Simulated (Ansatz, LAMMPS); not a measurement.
**Glassy B2O3 (330 atoms): support functions against a reference**

Wanted: errors and times of a linear-scaling basis for glassy B2O3 (330 atoms). A setting counts as converged where the r.m.s. difference of forces stays under 1 % of the r.m.s. force.

Calculated with Ansatz 0.2.0; Kohn-Sham DFT, LDA, PAW (set soft_2), plane waves.

**What experiment says.** In-situ synchrotron X-ray diffraction of B2O3 glass under compression gave the average B-O distance from the total correlation function, which stays virtually unchanged from ambient pressure up to 5 GPa (“Nature of Structural Transformations in the B2O3 Glass under High   Pressure”, 2008, arxiv:0805.1828): nearest B–O distance 1.35 Å.

## (1) The structure

The cell holds 330 atoms: 132 B and 198 O. Its edges and angles: a = 15.608 Å, b = 15.608 Å, c = 15.608 Å, α = 90.0°, β = 90.0°, γ = 90.0°. 330 atoms (132 B, 198 O) placed at random at 1.93 g/cm³, melted at 3000 K for 20 ps at fixed volume with the Buckingham and Coulomb pair potential of Guillot and Sator (Geochim. Cosmochim. Acta 71, 1249 (2007)) with the boron terms of Wang et al. (J. Non-Cryst. Solids 498, 294 (2018)). Quenched from 3000 K to 300 K at 100 K/ps and fixed volume, held 10 ps at zero pressure.

Limits known from the start: The quench rate of 100 K/ps is orders of magnitude faster than experiment, which tends to freeze in extra defects. The network of bonds at the start is that of the classical potential that made the cell, and needn't be the one that DFT or experiment would give. Only the Γ point is sampled, in a cell whose shortest periodic width is 16 Å.

## (2) How the cell was made

A classical potential supplies the starting structure, since it reaches far longer times than DFT.

This step: classical MD, Buckingham and Coulomb pair potential of Guillot and Sator (Geochim. Cosmochim. Acta 71, 1249 (2007)) with the boron terms of Wang et al. (J. Non-Cryst. Solids 498, 294 (2018)) (LAMMPS 22 Jul 2025 - Update 4).

File in.lmp:

```
# melt-quench of B132O198
units metal
atom_style charge
boundary p p p
region box block 0 15.8010 0 15.8010 0 15.8010
create_box 2 box
mass 1 10.8100   # B
mass 2 15.9990   # O
create_atoms 1 random 132 655784 NULL overlap 1.5 maxtry 2000
create_atoms 2 random 198 655791 NULL overlap 1.5 maxtry 2000
pair_style buck/coul/long 9.0
pair_coeff * * 0.0 1.0 0.0
pair_coeff 1 2 206941.81 0.124 35.0018   # B-O
pair_coeff 2 2 9022.79 0.265 85.0921   # O-O
pair_coeff 1 1 484.40 0.35 0.0   # B-B
set type 1 charge 1.4175
set type 2 charge -0.945
kspace_style pppm 1.0e-4
neigh_modify delay 0 every 1 check yes
thermo_style custom step time temp pe press density
thermo_modify norm yes
timestep 0.001
thermo 100
min_style cg
minimize 1e-4 1e-4 200 2000
reset_timestep 0
velocity all create 3000 655785 mom yes dist gaussian
fix lim all nve/limit 0.05
fix lan all langevin 3000 3000 0.1 655786 zero yes
thermo 500
run 1000 post no
unfix lim
unfix lan
thermo 3333
fix md all nvt temp 3000 3000 0.1
run 20000 post no
unfix md
thermo 2700
fix md all nvt temp 3000 300 0.1
run 27000 post no
unfix md
thermo 3333
fix md all npt temp 300 300 0.1 iso 0 0 1
run 10000 post no
unfix md
write_dump all custom glass.dump id type xs ys zs modify sort id
```

Command:

```
$ lmp -in in.lmp -log none -nocite
```

The program printed:

```text
LAMMPS (22 Jul 2025 - Update 4)
Created orthogonal box = (0 0 0) to (15.801 15.801 15.801)
Created 132 atoms
Created 198 atoms
PPPM initialization ...
  G vector (1/distance) = 0.33740608
  grid = 15 15 15
  estimated relative force accuracy = 3.6062435e-05
   Step          Time           Temp          PotEng         Press         Density
         0   0              0              1.9798042      1363502.2      1.9339916
       100   0.1            0             -11.531057     -20854.347      1.9339916
       131   0.131          0             -11.614758     -25834.174      1.9339916
Loop time of 0.281992 s on 1 MPI rank(s) for 131 steps with 330 atoms
Minimization stats:
  Stopping criterion = energy tolerance
  Energy initial, next-to-last, final =
      1.97980420858749  -11.6137382053267  -11.6147575733305
  Force two-norm initial, final = 814.27857 7.6730612
  Iterations, force evaluations = 131 211
[... 7 lines left out ...]
      3333   3.333          3110.9805     -11.427528      28216.446      1.9339916
      6666   6.666          3017.1304     -11.459106      23471.932      1.9339916
      9999   9.999          3156.4068     -11.482685      1826.1979      1.9339916
     13332   13.332         2791.9143     -11.406868     -15556.505      1.9339916
     16665   16.665         2755.3323     -11.435115     -22991.641      1.9339916
[... 2 lines left out ...]
Loop time of 21.5733 s on 1 MPI rank(s) for 20000 steps with 330 atoms
   Step          Time           Temp          PotEng         Press         Density
[... 12 lines left out ...]
Loop time of 28.1407 s on 1 MPI rank(s) for 27000 steps with 330 atoms
   Step          Time           Temp          PotEng         Press         Density
[... 1 line left out ...]
     49995   49.995         300.4225      -11.857396      7531.8078      2.0325482
     53328   53.328         325.09644     -11.856008      460.33121      2.0029066
     56661   56.661         311.612       -11.85597      -3562.5112      2.0029083
     58000   58             280.83085     -11.858553      7139.6965      2.0067043
Loop time of 12.2646 s on 1 MPI rank(s) for 10000 steps with 330 atoms
```

It took 63 s on 1 thread of AMD EPYC 9R45, shared host; peak memory 0.081 GiB.

## (3) Plane-wave single point

This run is the reference for what follows, at a cutoff of 420 eV.

File input.yaml:

```yaml
crystal:
  lattice:
    - [15.6078, 0.0, 0.0]
    - [0.0, 15.6078, 0.0]
    - [0.0, 0.0, 15.6078]
  atoms:
    - { symbol: B, position: [0.77778, 0.2491, 0.51448] }
    - { symbol: B, position: [0.3457, 0.54024, 0.82528] }
    - { symbol: B, position: [0.96613, 0.96212, 0.53017] }
    - { symbol: B, position: [0.00563, 0.20093, 0.61478] }
    - { symbol: B, position: [0.97156, 0.80079, 0.49449] }
    - { symbol: B, position: [0.16158, 0.87864, 0.63552] }
    - { symbol: B, position: [0.5759, 0.6858, 0.04644] }
    - { symbol: B, position: [0.7551, 0.62335, 0.63346] }
    - { symbol: B, position: [0.93592, 0.64931, 0.41479] }
    - { symbol: B, position: [0.26647, 0.36097, 0.09501] }
    - { symbol: B, position: [0.70093, 0.9532, 0.13843] }
    - { symbol: B, position: [0.7965, 0.1315, 0.96668] }
    - { symbol: B, position: [0.98308, 0.12096, 0.46833] }
    - { symbol: B, position: [0.19115, 0.86767, 0.4591] }
    - { symbol: B, position: [0.96247, 0.15335, 0.91206] }
    - { symbol: B, position: [0.02386, 0.70575, 0.2847] }
    - { symbol: B, position: [0.68988, 0.77674, 0.38277] }
    - { symbol: B, position: [0.71935, 0.48263, 0.91656] }
    - { symbol: B, position: [0.38123, 0.49009, 0.40008] }
    - { symbol: B, position: [0.66586, 0.49948, 0.61625] }
    - { symbol: B, position: [0.35283, 0.91308, 0.34501] }
    - { symbol: B, position: [0.35517, 0.15668, 0.15572] }
    - { symbol: B, position: [0.93499, 0.37828, 0.96745] }
    - { symbol: B, position: [0.10739, 0.33634, 0.9042] }
    - { symbol: B, position: [0.40384, 0.72669, 0.03572] }
    - { symbol: B, position: [0.95687, 0.85314, 0.13512] }
    - { symbol: B, position: [0.70754, 0.3916, 0.34266] }
    - { symbol: B, position: [0.2962, 0.37156, 0.5635] }
    - { symbol: B, position: [0.17515, 0.19721, 0.81916] }
    - { symbol: B, position: [0.02272, 0.40632, 0.21634] }
    - { symbol: B, position: [0.81583, 0.70949, 0.09067] }
    - { symbol: B, position: [0.70194, 0.36467, 0.16541] }
    [... 292 atom lines left out ...]
    - { symbol: O, position: [0.29914, 0.10861, 0.55275] }
    - { symbol: O, position: [0.79723, 0.67374, 0.57177] }
    - { symbol: O, position: [0.12257, 0.70286, 0.0404] }
    - { symbol: O, position: [0.78434, 0.09018, 0.2913] }
    - { symbol: O, position: [0.4954, 0.00953, 0.27079] }
    - { symbol: O, position: [0.63072, 0.48891, 0.90011] }
kpoints:
  mp_grid: { grid: [1, 1, 1] }
hamiltonian:
  xc: lda
scf:
  occupations: { method: fermi_dirac, width: 0.025 }
output:
  forces: true
  stress: true
  populations: true
  dos:
    method: { smearing: { sigma: 0.08 } }
    de: 0.1
    projected: { site_lists: { B: [B], O: [O] } }
  eigenvalues: true
  write_density: true
  write_potential: true
  volumetric_format: npy
```

Command:

```
$ ansatz run input.yaml --threads 8 --pin off --max-ram 15872MiB --backend cpu --events-out ev --progress --plain --runs-dir out
```

The program printed:

```text
Engine: ansatz 0.2.0, x86_64-unknown-linux-gnu
Pseudopotentials: kind: paw
Pseudopotential: B, paw, valence charge 3, recommended cutoff 420 eV (normal), B.paw.azcp
Pseudopotential: O, paw, valence charge 6, recommended cutoff 420 eV (normal), O.paw.azcp
[... 3 lines on functional and potentials left out ...]
Crystal: 330 atoms, lattice volume = 3802.113 Å³
Basis set: ecut = 420 eV, 74269 PW (Γ)
Bands: 1122, of which v1, the nominal top of the filled ones, is band 792 counted from 1 (791 counted from 0)
Symmetry: 1 space group operations
Space group: P1 (ITA 1), of the structure as read, at distance tolerance 1.6e-4 Å
k-points: 1
[... 7 lines on functional and potentials left out ...]
Initial density: superposition of atomic densities (neutral atoms: chi_scale 0, normalization atom), corrected by the library's trained network
Initial wavefunctions: pseudopotential atomic-orbital guess
Functional: x = slater, c = lda
SCF iter   1: F=—  HF=-129942.745070 eV  |F-HF|=—  |Δ(HF+E_count)|=         —  Δρ=1.45e-2  dr2=7.56e0  ethr=1.77e-3  ⟨swp⟩=6.0  Hψ=4891  notcnv=0  defer=209
preconditioner: auto → Resta (q_TF=auto, 2.358 Å⁻¹)  ε∞=3.2  [insulator: Δε(μ)=2.834 eV  Ē_g=16.233 eV  σ=0.025 eV  W_gap=1.00  n_scr=846 (ndim 8)  ℏωp=24.0 eV  f_vac=0.175  D(μ)=0.00/eV (n_scr^D=0)  ε∞_Penn≈3.2]
SCF iter   2: F=—  HF=-129940.682966 eV  |F-HF|=—  |Δ(HF+E_count)|=    2.06e0  Δρ=4.31e-3  dr2=4.57e-1  ethr=4.77e-4  ⟨swp⟩=2.0  Hψ=1890  notcnv=0  defer=323
SCF iter   3: F=—  HF=-129940.565953 eV  |F-HF|=—  |Δ(HF+E_count)|=   1.17e-1  Δρ=1.98e-3  dr2=1.67e-1  ethr=2.89e-5  ⟨swp⟩=4.0  Hψ=1407  notcnv=0  defer=323
SCF iter   4: F=—  HF=-129940.514270 eV  |F-HF|=—  |Δ(HF+E_count)|=   5.17e-2  Δρ=5.41e-4  dr2=1.05e-2  ethr=1.05e-5  ⟨swp⟩=6.0  Hψ=1409  notcnv=0  defer=323
SCF iter   5: F=—  HF=-129940.513011 eV  |F-HF|=—  |Δ(HF+E_count)|=   1.26e-3  Δρ=2.50e-4  dr2=2.18e-3  ethr=6.61e-7  ⟨swp⟩=2.0  Hψ=2083  notcnv=0  defer=323
SCF iter   6: F=—  HF=-129940.513030 eV  |F-HF|=—  |Δ(HF+E_count)|=   1.95e-5  Δρ=6.45e-5  dr2=2.00e-4  ethr=1.38e-7  ⟨swp⟩=2.0  Hψ=1394  notcnv=0  defer=323
SCF iter   7: F=—  HF=-129940.513121 eV  |F-HF|=—  |Δ(HF+E_count)|=   9.04e-5  Δρ=3.31e-5  dr2=3.86e-5  ethr=1.26e-8  ⟨swp⟩=2.0  Hψ=1588  notcnv=0  defer=323
SCF iter   8: F=—  HF=-129940.520471 eV  |F-HF|=—  |Δ(HF+E_count)|=   7.35e-3  Δρ=8.82e-6  dr2=3.56e-6  ethr=2.44e-9  ⟨swp⟩=2.0  Hψ=1588  notcnv=0  defer=323
SCF iter   9: F=—  HF=-129940.520474 eV  |F-HF|=—  |Δ(HF+E_count)|=   2.69e-6  Δρ=3.66e-6  dr2=5.37e-7  ethr=2.25e-10  ⟨swp⟩=2.0  Hψ=1588  notcnv=0  defer=323
SCF iter  10: F=—  HF=-129940.520474 eV  |F-HF|=—  |Δ(HF+E_count)|=   2.25e-7  Δρ=1.96e-6  dr2=1.38e-7  ethr=6.31e-12  ⟨swp⟩=22.0  Hψ=10766  notcnv=0
SCF iter  11: F=-129940.520474 eV  HF=-129940.520474 eV  |F-HF|=1.26e-8  |Δ(HF+E_count)|=   3.14e-8  Δρ=4.43e-7  dr2=1.23e-8  ethr=6.31e-12  ⟨swp⟩=8.0  Hψ=6017  notcnv=0
SCF 1 converged in 11 iterations: F = -129940.520474 eV  dr2 = 1.23e-8
  greatest PAW one-centre occupation: 0.857 electrons in one spin orbital (limit 2), on the O atom at site 310 (counted from 0), in its partial waves of l = 0
SCF converged after 11 iterations
Free energy (F): -129940.520474 eV
Harris-Foulkes:  -129940.520474 eV  (|F-HF|=1.26e-8)
Internal energy: -129940.520474 eV  (E = F + TS)
E sigma→0 (E₀):  -129940.520474 eV
Fermi energy:    3.547139 eV
--- Per-component energies (eV) ---
  E_band       = -10390.162399
  E_kinetic    = 40729.295228
  E_local      = -114497.903246  (includes V_loc(G=0)·N_el)
  E_nonlocal   = 11507.328391
  E_hartree    = 41390.074366
  E_xc         = -18194.452283
  E_vxc        = -22992.141138  (∫ρ·V_xc dr)
  E_paw        = -38903.261798  (= ΣΔE_a)
  E_vpaw       = -7917.417225  (= ΣTr[D̂ρ^β])
  E_aug_tail   = 0.517406  (compensation charges beyond the density's cutoff)
  E_ewald      = -51997.359119
  E_core_change = 25.240580  (= ΣΔE_core)
  E_smearing   = -0.000000  (= −TS)
  E_closure    = 0.000000  (closes the sum)
  Σ components = -129940.520474   (vs F -129940.520474, Δ=0.00e0)
--- Forces (eV/Å), atoms counted from 1 ---
  atom   1  B      0.57057651     0.20413218     0.21672620
  atom   2  B     -0.97564219     1.96439882     0.32974967
  atom   3  B     -0.62398632     0.17746678    -1.22723759
  atom   4  B      0.46927251    -3.85913788     0.80111711
  atom   5  B     -0.50643559     0.39683016     2.64941707
  atom   6  B      1.14289320     1.46861414     0.20384541
  atom   7  B     -0.63377246     1.66320788    -0.22177705
  atom   8  B     -2.50344456     1.12873393    -1.29442029
  atom   9  B     -0.36235111    -1.68990320    -1.86363549
  atom  10  B     -2.37637758     0.10065526    -0.77594593
  atom  11  B      1.35951281     1.22115118     0.01223921
  atom  12  B      0.84081437     0.36118293    -2.60163527
  atom  13  B      1.17277210    -1.10175489     0.23649424
  atom  14  B     -0.48269164    -0.82093871     0.91462061
[...]
atom 329  O     -0.15635666    -0.13201993    -0.38153493
  atom 330  O     -0.36326315    -0.44942283    -0.13842796
  max |Σ_I F_I| component: 2.58e-4 eV/Å
--- Stress (GPa, compression-positive) ---
      -16.310328       0.553991       1.760355
        0.553991     -13.957550      -0.585190
        1.760355      -0.585190     -16.554447
  P = ⅓ Tr σ = -15.6074 GPa (-156.074 kbar)
--- Band table (eV) ---
  k-point 0: bands = ["-21.9083", "-19.4601", "-19.3255", "-19.2414", [... 1106 levels ...], "13.1831", "13.2041", "13.2192", "13.2275", "13.2457", "13.2579", "13.2795", "13.2869", "13.2972", "13.3156", "13.3268", "13.3379"]
--- Löwdin populations: 330 sites ---
  site symbol       q [e]
     0      B      2.3235
     1      B      2.3348
     2      B      2.3717
[...]
329      O      6.3647
  spilling = 0.008771 (of n_electrons = 1584.000000)
```

Elapsed: 50 s, on 8 threads of AMD EPYC 9R45, shared host; peak memory 8.2 GiB; 6.3 min of CPU time.

The column dr2 measures how far the density is from self-consistency, as an energy; F and HF (Harris–Foulkes) agree once it is small.

The run gave:

* free energy: -129940.5205 eV
* free energy per atom: -393.7592 eV/atom
* SCF cycles: 11
* pressure: -15.61 GPa
* r.m.s. force component: 0.8823 eV/Å
* longest force: 4.362 eV/Å
* Fermi energy: 3.547 eV
* gap (highest filled to lowest empty level): 2.024 eV
* spilling of the projection: 0.008771

Neighbours are counted within 1.82 Å (O-B).

Length of the force by element and coordination:

| element | coordination | atoms | mean length of the force (eV/Å) | spread | least | most |
| --- | --- | --- | --- | --- | --- | --- |
| B | all | 132 | 1.88 | 0.791 | 0.277 | 4.36 |
| B | 3 | 131 | 1.88 | 0.793 | 0.277 | 4.36 |
| B | 4 | 1 | 1.51 | 0 | 1.51 | 1.51 |
| O | all | 198 | 0.972 | 0.411 | 0.0732 | 2.31 |
| O | 2 | 197 | 0.976 | 0.409 | 0.0732 | 2.31 |
| O | 3 | 1 | 0.311 | 0 | 0.311 | 0.311 |

Löwdin charges by element and coordination (they lack the spilled electrons, 0.042 e an atom on average):

| element | coordination | atoms | mean charge (e) | spread | least | most |
| --- | --- | --- | --- | --- | --- | --- |
| B | all | 132 | 0.644 | 0.016 | 0.594 | 0.687 |
| B | 3 | 131 | 0.644 | 0.0155 | 0.612 | 0.687 |
| B | 4 | 1 | 0.594 | 0 | 0.594 | 0.594 |
| O | all | 198 | -0.359 | 0.0185 | -0.415 | -0.257 |
| O | 2 | 197 | -0.360 | 0.0171 | -0.415 | -0.31 |
| O | 3 | 1 | -0.257 | 0 | -0.257 | -0.257 |

Density of states as counts of states in windows of 1 eV (from the Fermi level), total and the larger projections:

| from (eV) | to (eV) | total | O p | B p |
| --- | --- | --- | --- | --- |
| -14 | -13 | 4.0 | 2.8 | 0.4 |
| -13 | -12 | 29.3 | 21.1 | 1.5 |
| -12 | -11 | 79.4 | 56.3 | 7.1 |
| -11 | -10 | 92.7 | 64.0 | 16.7 |
| -10 | -9 | 146.5 | 99.1 | 40.7 |
| -9 | -8 | 44.9 | 30.6 | 13.0 |
| -8 | -7 | 50.0 | 33.2 | 15.1 |
| -7 | -6 | 98.7 | 71.4 | 23.5 |
| -6 | -5 | 142.8 | 115.7 | 21.1 |
| -5 | -4 | 203.1 | 184.9 | 11.6 |
| -4 | -3 | 200.6 | 192.0 | 4.7 |
| -3 | -2 | 86.7 | 83.8 | 1.6 |
| -2 | -1 | 8.6 | 8.2 | 0.2 |
| -1 | 0 | 0.9 | 0.9 | 0.0 |
| 0 | 1 | 0.8 | 0.1 | 0.5 |
| 1 | 2 | 6.7 | 1.1 | 4.8 |
| 2 | 3 | 51.5 | 7.7 | 36.5 |
| 3 | 4 | 76.1 | 13.3 | 49.2 |
| 4 | 5 | 95.8 | 18.2 | 54.2 |

The curve was stored every 0.10 eV, coarse against its broadening of 0.08 eV, so these counts are rough.

Between -26 and -14 eV lie 396 more states.

The levels nearest the highest filled one (over half full), pooled over k-points and spins:

| level less the highest filled one (eV) | occupation |
| --- | --- |
| -1.11 | 2 |
| -0.950 | 2 |
| -0.901 | 2 |
| -0.737 | 2 |
| -0.348 | 2 |
| 0 | 2 |
| 2.02 | 0 |
| 2.55 | 0 |
| 2.92 | 0 |
| 2.98 | 0 |
| 3.08 | 0 |
| 3.16 | 0 |

Electrostatic potential energy in the ab plane at fractional z = 0.222, with atoms of B and O within 0.2 Å of it. With pseudopotentials it is smooth inside the atoms' cores, unlike the true potential.

Ten even steps from '0' (-45 eV) to '9' (10 eV), each cell a mean:
```
999999998633589999876789999999999999999999999
999999998400289999999999999999988999999999888
999999996325789999999999999999844799999997447
999999983005999999999999999999865457999993005
999999842258999999888864589999871004899998568
999977600057899999888730156788986458999999999
888988876510378888899987510168999999999999998
279999999731331268899999742479999999999999720
489999999999731269999999998799999999999987621
999999999999972259999999999999999999985454368
998898999999984369999999999999999999972147789
821278899999999899999896225899999999998889999
721378999999999999988774114899999999999999999
211789999999999999987678889999987899999999987
202799999999999999721489999999842699999999987
888999999999999999732589999999887899999999999
999999999999999998610167899999999999999999999
999999999999999975532330037678999999999999999
999999999999999975788874341006789999999999999
799999999999999888999999984347889999999998634
599999999999999889999999999889999999999998300
999999999999999999999999999999999999999999877
999999999999999999876789999999999999999999999
999999999999999998620368999999999999999999999
```
Columns run along a (15.6 Å; values clipped at the 3rd and 97th percentile), rows up along b (15.6 Å). Atoms in or near the plane, at fractional coordinates: B at (0.02, 0.41), B at (0.44, 0.29), B at (0.18, 0.77), B at (0.60, 0.21), B at (0.74, 0.80), B at (0.24, 0.93), B at (0.58, 0.71), O at (0.98, 0.66), O at (0.24, 0.70), O at (0.55, 0.48), O at (0.94, 0.84), O at (0.52, 0.25), O at (0.96, 0.14), O at (0.52, 0.77) and more.

Valence density in the ab plane at fractional z = 0.222, with atoms of B and O within 0.2 Å of it. It is the smooth field of the valence electrons, not physical close to the nuclei.

Ten steps, logarithmic in the rise over the least value, from '0' (0.0 e/Å³) to '9' (6.4 e/Å³), each cell a mean:
```
110000013455443212344443210001111100011221111
110000023554543211233211000012354320001122332
310000136886421111121100000013577531100136775
320001248997320001111223210002466543110248997
211233446764210011223468753111235444321135775
112456554565421123334589964321124444321001222
433455444699854345533356654432111122210001245
863221113589864555431112345543100000000113589
852100001233455543210001245543100000122334689
321000000001368874200000123321100011357875554
345432100001357864200012343211111011369975322
589863211110123432101246897421111000235542113
589853233211111111112357997421122110001110013
456532233321221112355544554212456531000000013
444321111111111113689742110113578642100000013
333210000001110013588742110002355421000000012
111100000000011123455555542111111110000000000
000000000000012467654579975433321000000000000
210000000000012467643468875455543100000111232
531000000000011233321123344455543100000124788
631000000001111122221100111222222111111125899
420000000000000113333211000111111122211013565
000000001111100012344443210111100111110001111
000000012333211112345665320100100000001111000
```
Columns run along a (15.6 Å), rows up along b (15.6 Å). Atoms in or near the plane, at fractional coordinates: B at (0.02, 0.41), B at (0.44, 0.29), B at (0.18, 0.77), B at (0.60, 0.21), B at (0.74, 0.80), B at (0.24, 0.93), B at (0.58, 0.71), O at (0.98, 0.66), O at (0.24, 0.70), O at (0.55, 0.48), O at (0.94, 0.84), O at (0.52, 0.25), O at (0.96, 0.14), O at (0.52, 0.77) and more.

Mean Löwdin charges: B +0.64, O -0.36 e (they miss 0.88 % of the electrons, so they add up to more than the cell's charge). The largest share in the top eV of filled states is O p (96 % of the projected weight), and in the lowest eV of empty states B p (73 % of the projected weight).

(Continued in part 2 of 2.)

[Long decimals in the printed logs are rounded to 6 places.]

[Logs are printed without paths, hosts, clocks, repeated set-up lines and the standing remarks that a program may print on its own settings, such as how far it seeks lower states.]

[Hosts, paths, dates, database ids (printed as entryN), source tags and the programs' standing remarks are cut or masked in the printed files.]
